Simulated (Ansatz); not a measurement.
# Os(0001) with 2 thermally displaced layers, 2x2: scattering by thermal displacements, part 2 of 2

Wanted: the phonon-limited resistivity of Os at 500 K by the Landauer route.

Ansatz 0.2.0; Ansatz plane-wave DFT, PBE, PAW files; ballistic transport by layer matching (Landauer), zero bias; PAW set soft_1.

So far. Step 2 (With 2 displaced layers): Over the solved energies the transmission per spin lies between 4.34 and 4.56, out of 4.61 channels of the lead on average (up to 4.74).

### 3. With 6 displaced layers

Each atom of 6 layers is moved at random, by amounts drawn from a normal law 0.0396 Å wide in each direction from the Debye model (500 K) at 500 K. A fresh draw is used; the growth of the resistance with length is what counts.

System of this step: Os(0001) with 6 thermally displaced layers, 2x2. The cell holds 64 atoms: 64 Os. Cell: a = 5.468 Å, b = 5.468 Å, c = 34.558 Å, α = 90.0°, β = 90.0°, γ = 120.0°. It derives from Os. Regions: lead, 40 atoms (40 Os); scattering region, 24 atoms (24 Os). The structure is stacked along c, and the current runs across the ab planes.

The input, input.yaml:

```yaml
crystal:
  lattice:
    - [5.4682, 0.0, 0.0]
    - [-2.7341, 4.735600113, 0.0]
    - [0.0, 0.0, 34.5576]
  atoms:
    - { symbol: Os, position: [0.1666666667, 0.3333333333, 0.03125] }
    - { symbol: Os, position: [0.1666666667, 0.8333333333, 0.03125] }
    - { symbol: Os, position: [0.6666666667, 0.3333333333, 0.03125] }
    - { symbol: Os, position: [0.6666666667, 0.8333333333, 0.03125] }
    - { symbol: Os, position: [0.3333333333, 0.1666666667, 0.09375] }
    - { symbol: Os, position: [0.3333333333, 0.6666666667, 0.09375] }
    - { symbol: Os, position: [0.8333333333, 0.1666666667, 0.09375] }
    - { symbol: Os, position: [0.8333333333, 0.6666666667, 0.09375] }
    - { symbol: Os, position: [0.1666666667, 0.3333333333, 0.15625] }
    - { symbol: Os, position: [0.1666666667, 0.8333333333, 0.15625] }
    - { symbol: Os, position: [0.6666666667, 0.3333333333, 0.15625] }
    - { symbol: Os, position: [0.6666666667, 0.8333333333, 0.15625] }
    - { symbol: Os, position: [0.3333333333, 0.1666666667, 0.21875] }
    - { symbol: Os, position: [0.3333333333, 0.6666666667, 0.21875] }
    - { symbol: Os, position: [0.8333333333, 0.1666666667, 0.21875] }
    - { symbol: Os, position: [0.8333333333, 0.6666666667, 0.21875] }
    - { symbol: Os, position: [0.1666666667, 0.3333333333, 0.28125] }
    - { symbol: Os, position: [0.1666666667, 0.8333333333, 0.28125] }
    - { symbol: Os, position: [0.6666666667, 0.3333333333, 0.28125] }
    - { symbol: Os, position: [0.6666666667, 0.8333333333, 0.28125] }
    - { symbol: Os, position: [0.3402778911, 0.1674537982, 0.3428969498] }
    - { symbol: Os, position: [0.3247337866, 0.6628342913, 0.3440026398] }
    - { symbol: Os, position: [0.8251369941, 0.1649153141, 0.343567314] }
    - { symbol: Os, position: [0.8381535948, 0.668463931, 0.3441577351] }
    - { symbol: Os, position: [0.1613832018, 0.3322481245, 0.4071494904] }
    - { symbol: Os, position: [0.1722245662, 0.822791626, 0.407986993] }
    - { symbol: Os, position: [0.6796963258, 0.3398749754, 0.4065534219] }
    - { symbol: Os, position: [0.6704941807, 0.8455408212, 0.4084990928] }
    - { symbol: Os, position: [0.3519022955, 0.1776775621, 0.4691600387] }
    - { symbol: Os, position: [0.3245532624, 0.6666293738, 0.4695032033] }
    - { symbol: Os, position: [0.8256456326, 0.169974883, 0.469243202] }
    - { symbol: Os, position: [0.833423186, 0.6567524686, 0.4679907988] }
    - { symbol: Os, position: [0.1586049412, 0.3235389986, 0.5332456552] }
    - { symbol: Os, position: [0.1644480293, 0.8360876789, 0.5309533281] }
    - { symbol: Os, position: [0.6836757616, 0.3443882456, 0.531976674] }
    - { symbol: Os, position: [0.6509069978, 0.8337689534, 0.532034424] }
    - { symbol: Os, position: [0.3380262229, 0.161493151, 0.5958404758] }
    - { symbol: Os, position: [0.3209896217, 0.6611279281, 0.594822825] }
    - { symbol: Os, position: [0.8420716845, 0.1834319866, 0.5939662966] }
    - { symbol: Os, position: [0.8271614898, 0.6635054619, 0.5924980788] }
    - { symbol: Os, position: [0.1600414125, 0.3386115442, 0.6569167977] }
    - { symbol: Os, position: [0.1728943893, 0.8270152878, 0.6581879892] }
    - { symbol: Os, position: [0.6711738206, 0.3465152931, 0.6557534453] }
    - { symbol: Os, position: [0.6623794165, 0.8354246973, 0.6574334326] }
    - { symbol: Os, position: [0.3333333333, 0.1666666667, 0.71875] }
    - { symbol: Os, position: [0.3333333333, 0.6666666667, 0.71875] }
    - { symbol: Os, position: [0.8333333333, 0.1666666667, 0.71875] }
    - { symbol: Os, position: [0.8333333333, 0.6666666667, 0.71875] }
    - { symbol: Os, position: [0.1666666667, 0.3333333333, 0.78125] }
    - { symbol: Os, position: [0.1666666667, 0.8333333333, 0.78125] }
    - { symbol: Os, position: [0.6666666667, 0.3333333333, 0.78125] }
    - { symbol: Os, position: [0.6666666667, 0.8333333333, 0.78125] }
    - { symbol: Os, position: [0.3333333333, 0.1666666667, 0.84375] }
    - { symbol: Os, position: [0.3333333333, 0.6666666667, 0.84375] }
    - { symbol: Os, position: [0.8333333333, 0.1666666667, 0.84375] }
    - { symbol: Os, position: [0.8333333333, 0.6666666667, 0.84375] }
    - { symbol: Os, position: [0.1666666667, 0.3333333333, 0.90625] }
    - { symbol: Os, position: [0.1666666667, 0.8333333333, 0.90625] }
    - { symbol: Os, position: [0.6666666667, 0.3333333333, 0.90625] }
    - { symbol: Os, position: [0.6666666667, 0.8333333333, 0.90625] }
    - { symbol: Os, position: [0.3333333333, 0.1666666667, 0.96875] }
    - { symbol: Os, position: [0.3333333333, 0.6666666667, 0.96875] }
    - { symbol: Os, position: [0.8333333333, 0.1666666667, 0.96875] }
    - { symbol: Os, position: [0.8333333333, 0.6666666667, 0.96875] }
kpoints:
  mp_grid: { grid: [5, 5, 1] }
hamiltonian:
  xc: pbe
  pseudopotentials: { kind: paw, azcp: { folder: soft_1 } }
scf:
  occupations: { method: fermi_dirac, width: 0.1 }
output:
  transmission:
    leads: [[0, 8]]
    kmesh: [10, 10]
    e_range: [-0.05, 0.05]
    de: 0.05
  write_potential: true
  write_density: true
  volumetric_format: npy
```

Run with:

```bash
> ansatz run input.yaml --threads 4 --pin off --max-ram 15360MiB --backend cpu --events-out ev --progress --plain --runs-dir out
```

Numbers of over 12 decimals in the logs are rounded to 6 here.

The program printed:

```text
[...]
Crystal: 64 atoms, lattice volume = 894.876 Å³
Basis set: ecut = 420 eV, 17377 PW (Γ)
Bands: 615, of which v1, the nominal top of the filled ones, is band 512 counted from 1 (511 counted from 0)
Symmetry: 1 space group operations
[...]
k-points: 13 of 25 (time reversal used)
[...]
SCF iter   1: F=—  HF=-728707.331815 eV  |F-HF|=—  |Δ(HF+E_count)|=         —  Δρ=6.04e-2  dr2=2.80e1  ethr=3.10e-3  ⟨swp⟩=5.3  Hψ=26397  notcnv=0  defer=48
[...]
SCF iter   8: F=-728697.658546 eV  HF=-728697.658546 eV  |F-HF|=2.39e-8  |Δ(HF+E_count)|=   1.08e-8  Δρ=1.14e-6  dr2=2.99e-8  ethr=9.77e-12  ⟨swp⟩=7.8  Hψ=17029  notcnv=0
SCF 1 converged in 8 iterations: F = -728697.658546 eV  dr2 = 2.99e-8
[...]
transmission: 334 of 3328 steps passed
transmission: 666 of 3328 steps passed
[...]
transmission: 3328 of 3328 steps passed
SCF converged after 8 iterations
Free energy (F): -728697.658546 eV
[...]
Internal energy: -728696.141585 eV  (E = F + TS)
E sigma→0 (E₀):  -728696.900066 eV
Entropy (-TS):   -1.516961 eV (-23.703 meV/atom)
Fermi energy:    26.082734 eV
[...]
--- Band table (eV; the first three rows and the last of 13) ---
  k-point 0: bands = [... 508 lower, 26.7798, 26.7804, 26.7882, 26.9139, 26.9264, 26.9549, 26.9766, 27.1224, ... 99 higher]
  k-point 1: bands = [... 508 lower, 26.1223, 26.2370, 26.2584, 26.8039, 26.8239, 26.8324, 26.8565, 26.8643, ... 99 higher]
  k-point 2: bands = [... 508 lower, 25.7640, 25.8559, 25.9083, 25.9244, 25.9922, 26.0363, 26.0718, 26.0962, ... 99 higher]
  k-point 12: bands = [... 508 lower, 25.9970, 26.0165, 26.0326, 26.0662, 26.0760, 26.1874, 26.2016, 26.2184, ... 99 higher]
--- Transmission ---
  basis      : 223 plane waves across, 64 finite elements along
  points     : 52, standing for a mesh of 10 x 10
[...]
channels       : 4.550000e0 a spin
[...]
junction   : crystal 0 to crystal 0, 0.70 to 30.94 Å
    transmission   : 4.099267e0 a spin
[...]
```

Wall time 13 min (4 threads of Arm Neoverse V2, shared host); peak memory 10 GiB; 48 min of CPU time.

This step gave:

```
free energy                                    : -728697.6585 eV
energy at zero smearing                        : -728696.9001 eV
Fermi energy                                   : 26.08 eV
transmission per spin nearest the Fermi level  : 4.099
open channels per spin nearest the Fermi level : 4.55
step of the lead's potential                   : 3.8 meV
```

Per spin. Transmission, zone mean against energy, zero at the Fermi level:

```csv
energy (eV),"transmission, zone mean"
-0.0500,4.07
0.0000,4.10
0.0500,4.07
```

Over the solved energies the transmission per spin lies between 4.07 and 4.10, out of 4.53 channels of the lead on average (up to 4.55).

### 4. With 10 displaced layers

Each atom of 10 layers is moved at random, by amounts drawn from a normal law 0.0396 Å wide in each direction from the Debye model (500 K) at 500 K. A fresh draw is used; the growth of the resistance with length is what counts.

System of this step: Os(0001) with 10 thermally displaced layers, 2x2. The cell holds 80 atoms: 80 Os. Its edges and angles: a = 5.468 Å, b = 5.468 Å, c = 43.197 Å, α = 90.0°, β = 90.0°, γ = 120.0°. It derives from Os. Regions: lead, 40 atoms (40 Os); scattering region, 40 atoms (40 Os). The structure is stacked along c, and the current runs across the ab planes.

The input, input.yaml:

```yaml
crystal:
  lattice:
    - [5.4682, 0.0, 0.0]
    - [-2.7341, 4.735600113, 0.0]
    - [0.0, 0.0, 43.197]
  atoms:
    - { symbol: Os, position: [0.1666666667, 0.3333333333, 0.025] }
    - { symbol: Os, position: [0.1666666667, 0.8333333333, 0.025] }
    - { symbol: Os, position: [0.6666666667, 0.3333333333, 0.025] }
    - { symbol: Os, position: [0.6666666667, 0.8333333333, 0.025] }
    - { symbol: Os, position: [0.3333333333, 0.1666666667, 0.075] }
    - { symbol: Os, position: [0.3333333333, 0.6666666667, 0.075] }
    - { symbol: Os, position: [0.8333333333, 0.1666666667, 0.075] }
    - { symbol: Os, position: [0.8333333333, 0.6666666667, 0.075] }
    - { symbol: Os, position: [0.1666666667, 0.3333333333, 0.125] }
    - { symbol: Os, position: [0.1666666667, 0.8333333333, 0.125] }
    - { symbol: Os, position: [0.6666666667, 0.3333333333, 0.125] }
    - { symbol: Os, position: [0.6666666667, 0.8333333333, 0.125] }
    - { symbol: Os, position: [0.3333333333, 0.1666666667, 0.175] }
    - { symbol: Os, position: [0.3333333333, 0.6666666667, 0.175] }
    - { symbol: Os, position: [0.8333333333, 0.1666666667, 0.175] }
    - { symbol: Os, position: [0.8333333333, 0.6666666667, 0.175] }
    - { symbol: Os, position: [0.1666666667, 0.3333333333, 0.225] }
    - { symbol: Os, position: [0.1666666667, 0.8333333333, 0.225] }
    - { symbol: Os, position: [0.6666666667, 0.3333333333, 0.225] }
    - { symbol: Os, position: [0.6666666667, 0.8333333333, 0.225] }
    - { symbol: Os, position: [0.3320495891, 0.1617642424, 0.2737689265] }
    - { symbol: Os, position: [0.3252754114, 0.6708754511, 0.2759084339] }
    - { symbol: Os, position: [0.8276444088, 0.1576713923, 0.2758013445] }
    - { symbol: Os, position: [0.8210641638, 0.6606964015, 0.2755700174] }
    - { symbol: Os, position: [0.1519685354, 0.3365682684, 0.3244661258] }
    - { symbol: Os, position: [0.1671421343, 0.8326995114, 0.325185516] }
    - { symbol: Os, position: [0.6685252735, 0.3269837735, 0.3263042854] }
    - { symbol: Os, position: [0.6754636528, 0.8403976064, 0.3260692008] }
    - { symbol: Os, position: [0.3425776594, 0.1737338368, 0.3750693856] }
    - { symbol: Os, position: [0.3224225648, 0.6655359821, 0.3742936809] }
    - { symbol: Os, position: [0.8240991099, 0.1688305998, 0.3744781421] }
    - { symbol: Os, position: [0.8214999631, 0.6579339901, 0.3752463736] }
    - { symbol: Os, position: [0.1748036018, 0.3444057987, 0.4249872281] }
    - { symbol: Os, position: [0.1800912978, 0.8450739973, 0.4260557095] }
    - { symbol: Os, position: [0.6546596975, 0.3436206645, 0.4253117291] }
    - { symbol: Os, position: [0.6712934773, 0.8364414883, 0.4253513236] }
    - { symbol: Os, position: [0.3341468544, 0.1636616134, 0.4732545344] }
    - { symbol: Os, position: [0.3291789208, 0.6599373061, 0.4759914562] }
    - { symbol: Os, position: [0.8315889646, 0.1673655761, 0.474220167] }
    - { symbol: Os, position: [0.8295825684, 0.6665701044, 0.4736366096] }
    - { symbol: Os, position: [0.1684028585, 0.3324452281, 0.5239116561] }
    - { symbol: Os, position: [0.151425068, 0.8376289361, 0.5247268547] }
    - { symbol: Os, position: [0.6618349976, 0.3313560947, 0.5266672998] }
    - { symbol: Os, position: [0.6666681798, 0.8340585656, 0.5236350514] }
    - { symbol: Os, position: [0.3491189609, 0.1743484668, 0.575979314] }
    - { symbol: Os, position: [0.3375164166, 0.6743414908, 0.5753404832] }
    - { symbol: Os, position: [0.837142391, 0.1653924092, 0.5736471535] }
    - { symbol: Os, position: [0.8326931123, 0.6504659388, 0.5747797679] }
    - { symbol: Os, position: [0.1608179417, 0.3246018368, 0.6255627711] }
    - { symbol: Os, position: [0.1633852201, 0.8296755904, 0.6254771503] }
    - { symbol: Os, position: [0.6690257464, 0.344962768, 0.6253225922] }
    - { symbol: Os, position: [0.6550879959, 0.8170546951, 0.6237996446] }
    - { symbol: Os, position: [0.341002014, 0.1662429769, 0.6747401263] }
    - { symbol: Os, position: [0.3398788404, 0.6559275014, 0.6744624387] }
    - { symbol: Os, position: [0.8323612334, 0.1715758599, 0.6743909569] }
    - { symbol: Os, position: [0.8221658161, 0.6532273224, 0.6756694524] }
    - { symbol: Os, position: [0.1705176541, 0.3293448005, 0.7251499258] }
    - { symbol: Os, position: [0.1553186283, 0.8293830098, 0.7262647882] }
    - { symbol: Os, position: [0.677322765, 0.352677184, 0.7242774546] }
    - { symbol: Os, position: [0.6700558135, 0.8316964327, 0.7255193507] }
    - { symbol: Os, position: [0.3333333333, 0.1666666667, 0.775] }
    - { symbol: Os, position: [0.3333333333, 0.6666666667, 0.775] }
    - { symbol: Os, position: [0.8333333333, 0.1666666667, 0.775] }
    - { symbol: Os, position: [0.8333333333, 0.6666666667, 0.775] }
    - { symbol: Os, position: [0.1666666667, 0.3333333333, 0.825] }
    - { symbol: Os, position: [0.1666666667, 0.8333333333, 0.825] }
    - { symbol: Os, position: [0.6666666667, 0.3333333333, 0.825] }
    - { symbol: Os, position: [0.6666666667, 0.8333333333, 0.825] }
    - { symbol: Os, position: [0.3333333333, 0.1666666667, 0.875] }
    - { symbol: Os, position: [0.3333333333, 0.6666666667, 0.875] }
    - { symbol: Os, position: [0.8333333333, 0.1666666667, 0.875] }
    - { symbol: Os, position: [0.8333333333, 0.6666666667, 0.875] }
    - { symbol: Os, position: [0.1666666667, 0.3333333333, 0.925] }
    - { symbol: Os, position: [0.1666666667, 0.8333333333, 0.925] }
    - { symbol: Os, position: [0.6666666667, 0.3333333333, 0.925] }
    - { symbol: Os, position: [0.6666666667, 0.8333333333, 0.925] }
    - { symbol: Os, position: [0.3333333333, 0.1666666667, 0.975] }
    - { symbol: Os, position: [0.3333333333, 0.6666666667, 0.975] }
    - { symbol: Os, position: [0.8333333333, 0.1666666667, 0.975] }
    - { symbol: Os, position: [0.8333333333, 0.6666666667, 0.975] }
kpoints:
  mp_grid: { grid: [5, 5, 1] }
hamiltonian:
  xc: pbe
  pseudopotentials: { kind: paw, azcp: { folder: soft_1 } }
scf:
  occupations: { method: fermi_dirac, width: 0.1 }
output:
  transmission:
    leads: [[0, 8]]
    kmesh: [10, 10]
    e_range: [-0.05, 0.05]
    de: 0.05
  write_potential: true
  write_density: true
  volumetric_format: npy
```

The program printed:

```text
[...]
Crystal: 80 atoms, lattice volume = 1118.595 Å³
Basis set: ecut = 420 eV, 21739 PW (Γ)
Bands: 768, of which v1, the nominal top of the filled ones, is band 640 counted from 1 (639 counted from 0)
Symmetry: 1 space group operations
[...]
k-points: 13 of 25 (time reversal used)
[...]
SCF iter   1: F=—  HF=-910883.677639 eV  |F-HF|=—  |Δ(HF+E_count)|=         —  Δρ=6.03e-2  dr2=3.51e1  ethr=3.10e-3  ⟨swp⟩=5.2  Hψ=32797  notcnv=0  defer=65
[...]
SCF iter   8: F=-910871.603226 eV  HF=-910871.603227 eV  |F-HF|=3.04e-8  |Δ(HF+E_count)|=   2.51e-8  Δρ=1.46e-6  dr2=4.34e-8  ethr=7.81e-12  ⟨swp⟩=7.2  Hψ=24852  notcnv=0
SCF 1 converged in 8 iterations: F = -910871.603226 eV  dr2 = 4.34e-8
[...]
transmission: 422 of 4212 steps passed
transmission: 845 of 4212 steps passed
[...]
transmission: 4212 of 4212 steps passed
SCF converged after 8 iterations
Free energy (F): -910871.603226 eV
[...]
Internal energy: -910869.869408 eV  (E = F + TS)
E sigma→0 (E₀):  -910870.736317 eV
Entropy (-TS):   -1.733819 eV (-21.673 meV/atom)
Fermi energy:    26.074689 eV
[...]
--- Band table (eV; the first three rows and the last of 13) ---
  k-point 0: bands = [... 636 lower, 26.7018, 26.7054, 26.7198, 26.7360, 26.7446, 26.7877, 26.8049, 26.9131, ... 124 higher]
  k-point 1: bands = [... 636 lower, 26.4080, 26.4191, 26.4373, 26.4583, 26.4726, 26.4907, 26.5175, 26.8564, ... 124 higher]
  k-point 2: bands = [... 636 lower, 25.8866, 25.9046, 25.9122, 25.9195, 25.9278, 25.9484, 25.9878, 26.0050, ... 124 higher]
  k-point 12: bands = [... 636 lower, 25.9216, 26.0557, 26.0915, 26.1102, 26.1230, 26.1290, 26.1474, 26.1703, ... 124 higher]
--- Transmission ---
  basis      : 223 plane waves across, 81 finite elements along
  points     : 52, standing for a mesh of 10 x 10
[...]
channels       : 4.550000e0 a spin
[...]
junction   : crystal 0 to crystal 0, 1.46 to 40.34 Å
    transmission   : 3.715050e0 a spin
[...]
```

Run time: 22 min. Hardware: 4 threads; peak memory 8.6 GiB.

Numbers from this step:

- free energy: -910871.6032 eV
- energy at zero smearing: -910870.7363 eV
- Fermi energy: 26.07 eV
- transmission per spin nearest the Fermi level: 3.715
- step of the lead's potential: 1.8 meV

Per spin. The transmission, zone mean by energy, zero at the Fermi level:

```csv
energy (eV),"transmission, zone mean"
-0.0500,3.67
0.0000,3.72
0.0500,3.69
```

Over the solved energies the transmission per spin lies between 3.67 and 3.72, out of 4.53 channels of the lead on average (up to 4.55).

### 5. The fit

This step: Ansatz plane-wave DFT, PBE, PAW files; ballistic transport by layer matching (Landauer), zero bias; resistivity from the slope of the area resistance; PAW set soft_1 (Ansatz 0.2.0).

This step gave:

```
resistivity           : 7.965 µΩ cm
intercept             : -0.01015 fΩ m²
scatter about the fit : 0.008077 fΩ m²
```

Resistance, by row:

```csv
run,length (Å),T,channels N,RA (fΩ m²)
n2,4.32,4.424,4.607,0.02997
n6,12.96,4.081,4.533,0.08165
n10,21.6,3.694,4.533,0.1676
```

Table of area resistance by length of the displaced region:

```csv
length of the displaced region (Å),area resistance (fΩ m²)
4.32,0.0300
12.96,0.0817
21.60,0.168
```

The area resistance goes from 0.030 to 0.17 fΩ m² between 4.3 and 21.6 Å, a slope of 8.0 µΩ cm.

By hand from the end points: (0.1676 − 0.02997) fΩ m² / (21.60 − 4.32) Å = 8.0 µΩ cm, since 1 fΩ m² per Å is 1000 µΩ cm.

### 6. Results

- resistivity from the slope: 7.97 µΩ cm
- area resistance over 4.32 Å: 0.0300 fΩ m²
- area resistance over 13.0 Å: 0.0817 fΩ m²
- area resistance over 21.6 Å: 0.168 fΩ m²

**Reading.** The slope gives 8.0 µΩ cm. The points scatter by 0.0081 fΩ m² about the line, with one random draw a length in a 2x2 cell, so the slope is a rough value. The mean square of the displacements drawn is 0.73, 0.99 and 0.93 of the nominal one at the three lengths; with each resistance scaled back by that, the slope is 8.1 µΩ cm, the value used below. The lead's own channel count moves between the runs (4.61, 4.53 and 4.53), which shifts RA and the slope too. Read with a model of isotropic scattering on a spherical Fermi surface and the lead's 1.4×10¹⁵ S/m², this slope means a mean free path near 76 Å; over these lengths the model's slope is 1.14 times its bulk resistivity, which would be 7.2 µΩ cm. Uncorrelated displacements put too much weight on short waves, which scatter strongly; with the sideways repeat of a small cell, one draw and three short lengths, the method is good to a factor of two or three. Spin-orbit coupling is left out, which matters for Os.

[Logs are printed without paths, hosts, clocks, repeated set-up lines and the standing remarks that a program may print on its own settings, such as how far it seeks lower states.]

[Hosts, paths, dates, database ids (printed as entryN), source tags and the programs' standing remarks are cut or masked in the printed files.]
